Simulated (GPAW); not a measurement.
**How the form of the self-energy moves the gap of KMgF3 (Pm-3m)**

How much does the gap of KMgF3 (Pm-3m) depend on the approximation to the self-energy?

Main program and level: GPAW 26.7.0; PBE and many-body steps on it, plane waves.

## 1. Set-up

It takes space group Pm-3m (No. 221, cubic). Conventional cell: a = 3.986 Å, b = 3.986 Å, c = 3.986 Å, α = 90.00°, β = 90.00°, γ = 90.00°. Nearest to K lie 12 F at 2.82 Å. Nearest to Mg lie 6 F at 1.99 Å. Nearest to F lie 2 Mg at 1.99 Å and 4 K at 2.82 Å. Farther neighbours and most contacts between anions are not listed.

Structure file:

```
K Mg F
1.0
     3.98590    0.00000    0.00000
     0.00000    3.98590    0.00000
     0.00000    0.00000    3.98590
K Mg F
1 1 3
Direct
  0.50000 0.50000 0.50000
  0.00000 0.00000 0.00000
  0.50000 0.00000 0.00000
  0.00000 0.50000 0.00000
  0.00000 0.00000 0.50000
```

The cell and positions come from the Crystallography Open Database and are kept as given unless a step says otherwise.

## 2. Empty states on the mesh, 4×4×4 mesh, 301 bands

This step: GPAW 26.7.0; DFT, PBE, plane waves, PAW.

The sums over transitions need many empty states on a uniform mesh; this step solves for them.

Input file run.py:

```python
import json
import numpy as np
from gpaw.mpi import world
from gpaw import GPAW

calc = GPAW('gs.gpw').fixed_density(kpts={'size': (4, 4, 4), 'gamma': True},
    parallel={'domain': 1, 'band': 1},
    txt='nscf.txt')
calc.diagonalize_full_hamiltonian(nbands=301)
calc.write('full.gpw', mode='all')
res = {}
kpts = calc.get_ibz_k_points()
res['kpts'] = kpts
res['eigenvalues'] = [calc.get_eigenvalues(kpt=k) for k in range(len(kpts))]
res['n_electrons'] = calc.get_number_of_electrons()

if world.rank == 0:
    with open('result.json', 'w') as f:
        json.dump(res, f, default=lambda x: x.tolist())
```

On the command line:

```sh
$ mpirun -n 4 gpaw python run.py
```

Numbers of over 12 decimals in the logs are rounded to 6 here.

Output:

```text
Diagonalizing LCAO Hamiltonian
Converting LCAO to pw mode
convergence criteria:
- Maximum integral of absolute [eigenst]ate change: 4e-08 eV^2 / valence electron
maximum number of iterations: 100

SCF iterations
|iter     |     time |      energy | eigst |  dens |
|iter:   1|  |             | +0.91 |       |
|iter:   2|  |             | +0.52 |       |
|iter:   3|  |             | -0.16 |       |
[...]
|iter:  33|  |             | -6.99 |       |
|iter:  34|  |             | -7.25 |       |
|iter:  35|  |             | -7.43c|       |
SCF steps: 35
  __  _  _
 | _ |_)|_||  |
 |__||  | ||/\| - 26.7.0

Input parameters:
  mode=PW(ecut=600.0),
  convergence={'density': 1e-06, 'bands': -3},
  gpts=array([24, 24, 24]),
  kpts=MonkhorstPack(size=(4, 4, 4), gamma=True),
  maxiter=100,
  nbands=28,
  occupations=Occupations(name='fermi-dirac', width=0.001, fixmagmom=False),
  parallel={'domain': 1, 'band': 1},
  xc=XC(name='PBE')
Matrix size: 2103x2103
# Writing to full.gpw (mode='all')
  [... matrices ...]

timing:  # [seconds]
  Total: 28.061  # ━━━━━━━━━━━━━━━━━━━━━━━━━━━━━━━━━━━━━━━━━━━━━━━━━━━━━━━━━━
```

Wall time 40 s (4 MPI ranks of Arm Neoverse V1, shared host); peak memory 2.2 GiB; 2.7 min of CPU time.

Numbers from this step:

| Property | Result |
| --- | --- |
| gap | 7.326 eV |
| k of the valence top | 0.5, 0.5, 0.5 |
| k of the conduction bottom | 0, 0, 0 |
| least direct gap | 7.646 eV |
| k points computed | 10 |
| lowest point of the top converged band, above the valence top | 150.2109 eV |

On this mesh the gap is 7.326 eV.

## 3. G0W0, Godby-Needs plasmon pole

Now the one-shot GW correction: screening in the RPA, then the self-energy of the levels asked for.

This step: G0W0 on PBE, plane waves, PAW.

Input file run.py:

```python
import json
import numpy as np
from gpaw.mpi import world
from gpaw.response.g0w0 import G0W0

gw = G0W0('full.gpw',
    filename='gw',
    kpts=[0, 9],
    bands=(18, 22),
    ecut=96,
    nbands=135,
    integrate_gamma='WS',
    ppa=True)
gw.calculate()
res = {mode: {k: v for k, v in r.items() if k != 'sigma_eskwn'}
       for mode, r in gw.all_results.items()}

if world.rank == 0:
    with open('result.json', 'w') as f:
        json.dump(res, f, default=lambda x: x.tolist())
```

On the command line:

```sh
$ mpirun -n 4 gpaw python run.py
```

Output:

```text
Using integrator: PointIntegrator
FrequencyGridDescriptor(from 0.000+0.000j to 0.000+27.211j eV, 2 points)
Nonperiodic BCs:  [False False False]
Using integrator: PointIntegrator
FrequencyGridDescriptor(from 0.000+0.000j to 0.000+27.211j eV, 2 points)
Nonperiodic BCs:  [False False False]
  ___  _ _ _
 |   || | | |
 | | || | | |
 |__ ||_____|
 |___|

BZ k-points: Symmetries present (total): 48

  [... matrices ...]
64 k-points: 4 x 4 x 4 Monkhorst-Pack grid + [1/8,1/8,1/8]
10 k-points in the irreducible part of the Brillouin zone
       k-points in crystal coordinates                weights
   0:     0.00000000    0.00000000    0.00000000          1/64
   1:     0.25000000    0.00000000    0.00000000          6/64
   2:     0.25000000    0.25000000    0.00000000         12/64
   3:     0.25000000    0.25000000    0.25000000          8/64
   4:     0.50000000    0.00000000    0.00000000          3/64
   5:     0.50000000    0.25000000    0.00000000         12/64
   6:     0.50000000    0.25000000    0.25000000         12/64
   7:     0.50000000    0.50000000    0.00000000          3/64
   8:     0.50000000    0.50000000    0.25000000          6/64
   9:     0.50000000    0.50000000    0.50000000          1/64

Distributing spins, k-points and bands (1 x 2 x 4) over 4 processes
Number of blocks: 1

Quasi particle states:
k-points (IBZ indices): [0, 9]
Band range: (18, 22)
  [... matrices ...]
Computational parameters:
Plane wave cut-off: 96 eV
Number of bands: 135
Coulomb cutoff: None
Broadening: 0.1 eV

fxc modes: GW
Kernel: RPA
Using Godby-Needs plasmon-pole approximation:
  Fitting energy: i*E0, E0 = 1.000 Hartree
Summing all q:

Calculating screened Coulomb potential
No Coulomb truncation
FrequencyGridDescriptor(from 0.000+0.000j to 0.000+27.211j eV, 2 points)
Removing empty qpoint cache files...

Calculating chi0 body with:
    Ground state adapter containing:
    Number of spins: 1
    Number of kpoints: 64
    Number of irreducible kpoints: 10
    Number of completely occupied states: 20
    Number of partially occupied states: 20
    Occupied states memory: 4.21875 M / cpu

    Linear response parametrization:
    q_c: [0.0, 0.0, 0.0]
    Number of frequency points: 2
    Planewave cutoff: 96.0
    Number of bands: 135
    Number of planewaves: 147
    Broadening (eta): 1e-06
    comm.size: 4
    kncomm.size: 4
    blockcomm.size: 1

    Memory estimate of potentially large arrays:
        chi0_wGG: 0.659454 M / cpu
Integrating chi0 body.

Symmetries of q_c:
    Direct symmetries (Uq -> q): 48
    Indirect symmetries (TUq -> q): 0
In total 48 allowed symmetries.

  [... matrices ...]
10 groups of equivalent kpoints. 84.375% reduction.

Integral kind: response function
Integrating chi0 head and wings.

Symmetries of q_c:
    Direct symmetries (Uq -> q): 48
    Indirect symmetries (TUq -> q): 0
In total 48 allowed symmetries.

  [... matrices ...]
10 groups of equivalent kpoints. 84.375% reduction.

Integral kind: response function wings

Calculating chi0 body with:
    Ground state adapter containing:
    Number of spins: 1
    Number of kpoints: 64
    Number of irreducible kpoints: 10
    Number of completely occupied states: 20
    Number of partially occupied states: 20
    Occupied states memory: 4.21875 M / cpu

    Linear response parametrization:
[... the further q-points ...]

Results:
f:      Occupation numbers
eps:     KS-eigenvalues [eV]
vxc:     KS vxc [eV]
exx:     Exact exchange [eV]
sigma:   Self-energies [eV]
dsigma:  Self-energy derivatives
Z:       Renormalization factors
qp:      QP-energies [eV]

k-point 0 (0): (0.000, 0.000, 0.000)                GW
band       f     eps     vxc     exx   sigma  dsigma       Z      qp
                                                                   GW
  18   1.000   0.242 -24.013 -31.643   4.808  -0.212   0.825  -2.087
  19   1.000   0.242 -24.013 -31.646   4.808  -0.212   0.825  -2.089
  20   0.000   7.888 -11.767  -7.119  -3.047  -0.116   0.896   9.323
  21   0.000  10.635 -10.553  -5.112  -3.052  -0.113   0.899  12.783

k-point 1 (9): (0.500, 0.500, 0.500)                GW
band       f     eps     vxc     exx   sigma  dsigma       Z      qp
                                                                   GW
  18   1.000   0.563 -24.163 -31.897   4.924  -0.214   0.824  -1.751
  19   1.000   0.563 -24.163 -31.898   4.924  -0.214   0.824  -1.752
  20   0.000  11.002 -11.951  -6.271  -3.136  -0.117   0.895  13.280
  21   0.000  11.002 -11.951  -6.271  -3.136  -0.117   0.895  13.280
```

Wall time 56 s (4 MPI ranks); peak memory 1.4 GiB.

Numbers from this step:

| Quantity | Value |
| --- | --- |
| G0W0 gap on the points computed | 11.07 eV |
| least direct G0W0 gap on the computed points | 11.41 eV |
| Z at the valence top | 0.8236 |
| Z at the conduction bottom | 0.8963 |
| starting gap on the mesh | 7.326 eV |
| k of the valence top | 0.5, 0.5, 0.5 |
| k of the conduction bottom | 0, 0, 0 |

The gap on the mesh goes from 7.33 eV to 11.07 eV, a correction of +3.75 eV.

## 4. One-shot HSE06

This step: one-shot HSE06 levels on PBE orbitals, plane waves, PAW.

Input file run.py:

```python
import json
import numpy as np
from gpaw.mpi import world
from gpaw.hybrids.eigenvalues import non_self_consistent_eigenvalues

dft, vxc, vxc_hyb = non_self_consistent_eigenvalues('full.gpw', 'HSE06', 18, 22, kpt_indices=[0, 9])
res = {'dft': dft[0], 'hybrid': (dft - vxc + vxc_hyb)[0]}
if world.rank == 0:
    with open('hybrid.txt', 'w') as f:
        for k, e0, e1 in zip([0, 9], res['dft'], res['hybrid']):
            print(k, ' '.join(f'{x:9.4f}' for x in e0), '|', ' '.join(f'{x:9.4f}' for x in e1), file=f)

if world.rank == 0:
    with open('result.json', 'w') as f:
        json.dump(res, f, default=lambda x: x.tolist())
```

On the command line:

```sh
$ mpirun -n 4 gpaw python run.py
```

Output:

```text
IBZ(<points: 10, symmetries: 48>)
Occupied bands: 20
Transforming wave functions from IBZ to BZ: 0.044 seconds
Distributing wave functions and iFFT-ing to real space: 0.335 seconds
Calculating eigenvalues:
  k-points: 2
  Bands: 18-21 (inclusive)
  Seconds: 1.245 (wave-function broadcasting: 0.013 seconds)
HSE06-eigenvalue shifts:
  min: -1.869 eV
  ave: -0.649 eV
  max: 0.633 eV
```

Wall time 4.7 s (4 MPI ranks); peak memory 0.98 GiB.

This step gave:

```yaml
starting_gap_on_the_mesh: 7.326 eV
hybrid_gap_on_the_mesh: 9.565 eV
least_direct_hybrid_gap_on_the_computed_points: 9.863 eV
```

## 5. G0W0, extrapolated in the cutoff

This step: G0W0 on PBE, plane waves, PAW.

Input file run.py:

```python
import json
import numpy as np
from gpaw.mpi import world
from gpaw.response.g0w0 import G0W0

gw = G0W0('full.gpw',
    filename='gw',
    kpts=[0, 9],
    bands=(18, 22),
    ecut=160.0,
    integrate_gamma='WS',
    ppa=True,
    ecut_extrapolation=True)
gw.calculate()
res = {mode: {k: v for k, v in r.items() if k != 'sigma_eskwn'}
       for mode, r in gw.all_results.items()}

if world.rank == 0:
    with open('result.json', 'w') as f:
        json.dump(res, f, default=lambda x: x.tolist())
```

On the command line:

```sh
$ mpirun -n 4 gpaw python run.py
```

Output:

```text
Using integrator: PointIntegrator
FrequencyGridDescriptor(from 0.000+0.000j to 0.000+27.211j eV, 2 points)
Nonperiodic BCs:  [False False False]
Using integrator: PointIntegrator
FrequencyGridDescriptor(from 0.000+0.000j to 0.000+27.211j eV, 2 points)
Nonperiodic BCs:  [False False False]
  ___  _ _ _
 |   || | | |
 | | || | | |
 |__ ||_____|
 |___|

BZ k-points: Symmetries present (total): 48

  [... matrices ...]
64 k-points: 4 x 4 x 4 Monkhorst-Pack grid + [1/8,1/8,1/8]
10 k-points in the irreducible part of the Brillouin zone
       k-points in crystal coordinates                weights
   0:     0.00000000    0.00000000    0.00000000          1/64
   1:     0.25000000    0.00000000    0.00000000          6/64
   2:     0.25000000    0.25000000    0.00000000         12/64
[...]
8:     0.50000000    0.50000000    0.25000000          6/64
   9:     0.50000000    0.50000000    0.50000000          1/64

Distributing spins, k-points and bands (1 x 2 x 4) over 4 processes
Number of blocks: 1

Quasi particle states:
k-points (IBZ indices): [0, 9]
Band range: (18, 22)
  [... matrices ...]
Computational parameters:
Extrapolating to infinite plane wave cut-off using points at:
  137.884 eV
  147.917 eV
  160.000 eV
Number of bands: 291
Coulomb cutoff: None
Broadening: 0.1 eV

fxc modes: GW
Kernel: RPA
Using Godby-Needs plasmon-pole approximation:
  Fitting energy: i*E0, E0 = 1.000 Hartree
Summing all q:

Calculating screened Coulomb potential
No Coulomb truncation
FrequencyGridDescriptor(from 0.000+0.000j to 0.000+27.211j eV, 2 points)
Removing empty qpoint cache files...

Calculating chi0 body with:
    Ground state adapter containing:
    Number of spins: 1
    Number of kpoints: 64
    Number of irreducible kpoints: 10
[...]
chi0_wGG: 2.015656 M / cpu
Integrating chi0 body.

Symmetries of q_c:
    Direct symmetries (Uq -> q): 48
    Indirect symmetries (TUq -> q): 0
In total 48 allowed symmetries.

  [... matrices ...]
10 groups of equivalent kpoints. 84.375% reduction.

Integral kind: response function
Integrating chi0 head and wings.

Symmetries of q_c:
    Direct symmetries (Uq -> q): 48
    Indirect symmetries (TUq -> q): 0
In total 48 allowed symmetries.

  [... matrices ...]
10 groups of equivalent kpoints. 84.375% reduction.

Integral kind: response function wings

Calculating chi0 body with:
    Ground state adapter containing:
    Number of spins: 1
    Number of kpoints: 64
    Number of irreducible kpoints: 10
    Number of completely occupied states: 20
    Number of partially occupied states: 20
    Occupied states memory: 4.21875 M / cpu

    Linear response parametrization:
[... the further q-points ...]
Extrapolating selfenergy to infinite energy cutoff:
  Performing linear fit to 3 points
  Warning: Bad quality of linear fit for some (n,k).
           Higher cutoff might be necessary.
  Minimum R^2 = 0.8340. (R^2 Should be close to 1)
  [... matrices ...]
Results:
f:      Occupation numbers
eps:     KS-eigenvalues [eV]
vxc:     KS vxc [eV]
exx:     Exact exchange [eV]
sigma:   Self-energies [eV]
dsigma:  Self-energy derivatives
Z:       Renormalization factors
qp:      QP-energies [eV]

k-point 0 (0): (0.000, 0.000, 0.000)                GW
band       f     eps     vxc     exx   sigma  dsigma       Z      qp
                                                                   GW
  18   1.000   0.242 -24.013 -31.643   4.442  -0.235   0.810  -2.340
  19   1.000   0.242 -24.013 -31.646   4.442  -0.235   0.810  -2.342
  20   0.000   7.888 -11.767  -7.119  -3.088  -0.121   0.892   9.279
[...]
k-point 1 (9): (0.500, 0.500, 0.500)                GW
band       f     eps     vxc     exx   sigma  dsigma       Z      qp
                                                                   GW
[...]
20   0.000  11.002 -11.951  -6.271  -3.353  -0.121   0.892  13.078
  21   0.000  11.002 -11.951  -6.271  -3.353  -0.121   0.892  13.078
```

It took 5.2 min on 4 MPI ranks; peak memory 1.6 GiB; 21 min of CPU time.

Numbers from this step:

```yaml
quasiparticle_gap_on_the_points_computed: 11.28 eV
least_direct_quasiparticle_gap_on_the_computed_points: 11.62 eV
z_at_the_valence_top: 0.8077
z_at_the_conduction_bottom: 0.8917
starting_gap_on_the_mesh: 7.326 eV
k_of_the_valence_top: 0.5, 0.5, 0.5
k_of_the_conduction_bottom: 0, 0, 0
gaps_at_the_cutoffs_of_the_extrapolation: 11.10, 11.12, 11.13 eV
```

Against G0W0 in GPAW (4×4×4 mesh, 135 bands, screening to 96 eV, Godby-Needs plasmon pole), the gap moves by +0.209 eV.

## 6. One-shot PBE0

This step: one-shot PBE0 levels on PBE orbitals, plane waves, PAW.

Input file run.py:

```python
import json
import numpy as np
from gpaw.mpi import world
from gpaw.hybrids.eigenvalues import non_self_consistent_eigenvalues

dft, vxc, vxc_hyb = non_self_consistent_eigenvalues('full.gpw', 'PBE0', 18, 22, kpt_indices=[0, 9])
res = {'dft': dft[0], 'hybrid': (dft - vxc + vxc_hyb)[0]}
if world.rank == 0:
    with open('hybrid.txt', 'w') as f:
        for k, e0, e1 in zip([0, 9], res['dft'], res['hybrid']):
            print(k, ' '.join(f'{x:9.4f}' for x in e0), '|', ' '.join(f'{x:9.4f}' for x in e1), file=f)

if world.rank == 0:
    with open('result.json', 'w') as f:
        json.dump(res, f, default=lambda x: x.tolist())
```

On the command line:

```sh
$ mpirun -n 4 gpaw python run.py
```

Output:

```text
IBZ(<points: 10, symmetries: 48>)
Occupied bands: 20
Transforming wave functions from IBZ to BZ: 0.044 seconds
Distributing wave functions and iFFT-ing to real space: 0.338 seconds
Calculating eigenvalues:
  k-points: 2
  Bands: 18-21 (inclusive)
  Seconds: 1.589 (wave-function broadcasting: 0.013 seconds)
HSE06-eigenvalue shifts:
  min: -2.273 eV
  ave: -0.642 eV
  max: 1.058 eV
```

Elapsed: 4.9 s, on 4 MPI ranks; peak memory 1 GiB; 19 s of CPU time.

This step gave:

- starting gap on the mesh: 7.326 eV
- hybrid gap on the mesh: 10.38 eV
- least direct hybrid gap on the computed points: 10.68 eV

## 7. G0W0, full frequency, Hilbert transform

This step: G0W0 on PBE, plane waves, PAW.

Input file run.py:

```python
import json
import numpy as np
from gpaw.mpi import world
from gpaw.response.g0w0 import G0W0

gw = G0W0('full.gpw',
    filename='gw',
    kpts=[0, 9],
    bands=(18, 22),
    ecut=96,
    nbands=135,
    integrate_gamma='WS',
    frequencies={'type': 'nonlinear', 'domega0': 0.1, 'omega2': 15.0},
    eta=0.1,
    nblocksmax=True)
gw.calculate()
res = {mode: {k: v for k, v in r.items() if k != 'sigma_eskwn'}
       for mode, r in gw.all_results.items()}

if world.rank == 0:
    with open('result.json', 'w') as f:
        json.dump(res, f, default=lambda x: x.tolist())
```

On the command line:

```sh
$ mpirun -n 4 gpaw python run.py
```

Output:

```text
Using integrator: PointIntegrator
NonLinearFrequencyDescriptor(from 0.000 to 156.265 eV, 295 points)
Nonperiodic BCs:  [False False False]
Using integrator: PointIntegrator
NonLinearFrequencyDescriptor(from 0.000 to 156.265 eV, 295 points)
Nonperiodic BCs:  [False False False]
  ___  _ _ _
 |   || | | |
 | | || | | |
 |__ ||_____|
 |___|

BZ k-points: Symmetries present (total): 48

  [... matrices ...]
64 k-points: 4 x 4 x 4 Monkhorst-Pack grid + [1/8,1/8,1/8]
10 k-points in the irreducible part of the Brillouin zone
[...]
GW
  18   1.000   0.242 -24.013 -31.643   4.780  -0.214   0.824  -2.106
  19   1.000   0.242 -24.013 -31.646   4.780  -0.214   0.824  -2.108
  20   0.000   7.888 -11.767  -7.119  -3.036  -0.123   0.891   9.324
[...]
k-point 1 (9): (0.500, 0.500, 0.500)                GW
band       f     eps     vxc     exx   sigma  dsigma       Z      qp
                                                                   GW
[...]
20   0.000  11.002 -11.951  -6.271  -3.143  -0.120   0.893  13.268
  21   0.000  11.002 -11.951  -6.271  -3.143  -0.120   0.893  13.268
```

It took 96 s on 4 MPI ranks; peak memory 1.6 GiB; 6.4 min of CPU time.

This step gave:

```yaml
g0w0_gap_on_the_points_computed: 11.09 eV
least_direct_g0w0_gap_on_the_computed_points: 11.43 eV
starting_gap_on_the_mesh: 7.326 eV
k_of_the_valence_top: 0.5, 0.5, 0.5
k_of_the_conduction_bottom: 0, 0, 0
```

Against G0W0 in GPAW (4×4×4 mesh, 135 bands, screening to 96 eV, Godby-Needs plasmon pole), the gap moves by +0.015 eV.

## 8. The runs together

Times are wall times on 4 MPI ranks of Arm Neoverse V1, shared host, good to a factor of about two.

| run | mesh | bands | screening cutoff (eV) | DFT gap (eV) | gap on the mesh (eV) | direct (eV) | time |
| --- | --- | --- | --- | --- | --- | --- | --- |
| G0W0, Godby-Needs plasmon pole | 4×4×4 | 135 | 96 | 7.326 | 11.074 | 11.409 | 56 s |
| one-shot HSE06 | 4×4×4 | - | - | 7.326 | 9.565 | 9.863 | 4.7 s |
| G0W0, extrapolated in the cutoff | 4×4×4 | - | 160 | 7.326 | 11.283 | 11.619 | 5.2 min |
| one-shot PBE0 | 4×4×4 | - | - | 7.326 | 10.384 | 10.680 | 4.9 s |
| G0W0, full frequency, Hilbert transform | 4×4×4 | 135 | 96 | 7.326 | 11.089 | 11.430 | 96 s |

## 9. Outcome

```yaml
g0w0_godby_needs_plasmon_pole: 11.074 eV
one_shot_hse06: 9.565 eV
g0w0_extrapolated_in_the_cutoff: 11.283 eV
one_shot_pbe0: 10.384 eV
g0w0_full_frequency_hilbert_transform: 11.089 eV
known_limits: not at the basis limit; coarse k mesh
```

In words: One-shot HSE06: −1.509 eV against G0W0, Godby-Needs plasmon pole. G0W0, extrapolated in the cutoff: +0.209 eV against G0W0, Godby-Needs plasmon pole, at other bands or cutoff, so not like for like. One-shot PBE0: −0.690 eV against G0W0, Godby-Needs plasmon pole. G0W0, full frequency, Hilbert transform: +0.015 eV against G0W0, Godby-Needs plasmon pole. One-shot hybrid levels are evaluated on the PBE orbitals. Bands and cutoff are finite, so the gap is not at the basis limit. The miss can reach some tenths of an eV and take either sign; the mesh is an error of its own. These stock PAW sets were not made for GW. In the G0W0 runs levels were corrected at 2 k points alone, so a gap called «on the mesh» is the least over those, and an edge elsewhere would be missed. The program warns of a poor linear fit in the extrapolation of some level, so the extrapolated values are rough. The 4×4×4 mesh is coarse for this cell, which bears on the long-range parts of exchange and screening. This is the ideal cubic cell; many perovskites, halides above all, are cubic only on average, and local tilts or off-centring can widen the gap.

[Paths, hosts, dates, memory and timing lines, banners, echoed tables and standing remarks are left out of the program output.]

[Logs are printed without paths, hosts, clocks, repeated set-up lines and the standing remarks that a program may print on its own settings, such as how far it seeks lower states.]

[Runs of the session that timed out or met a known fault of the program may be left out.]

[Hosts, paths, dates, database ids (printed as entryN), source tags and the programs' standing remarks are cut or masked in the printed files.]
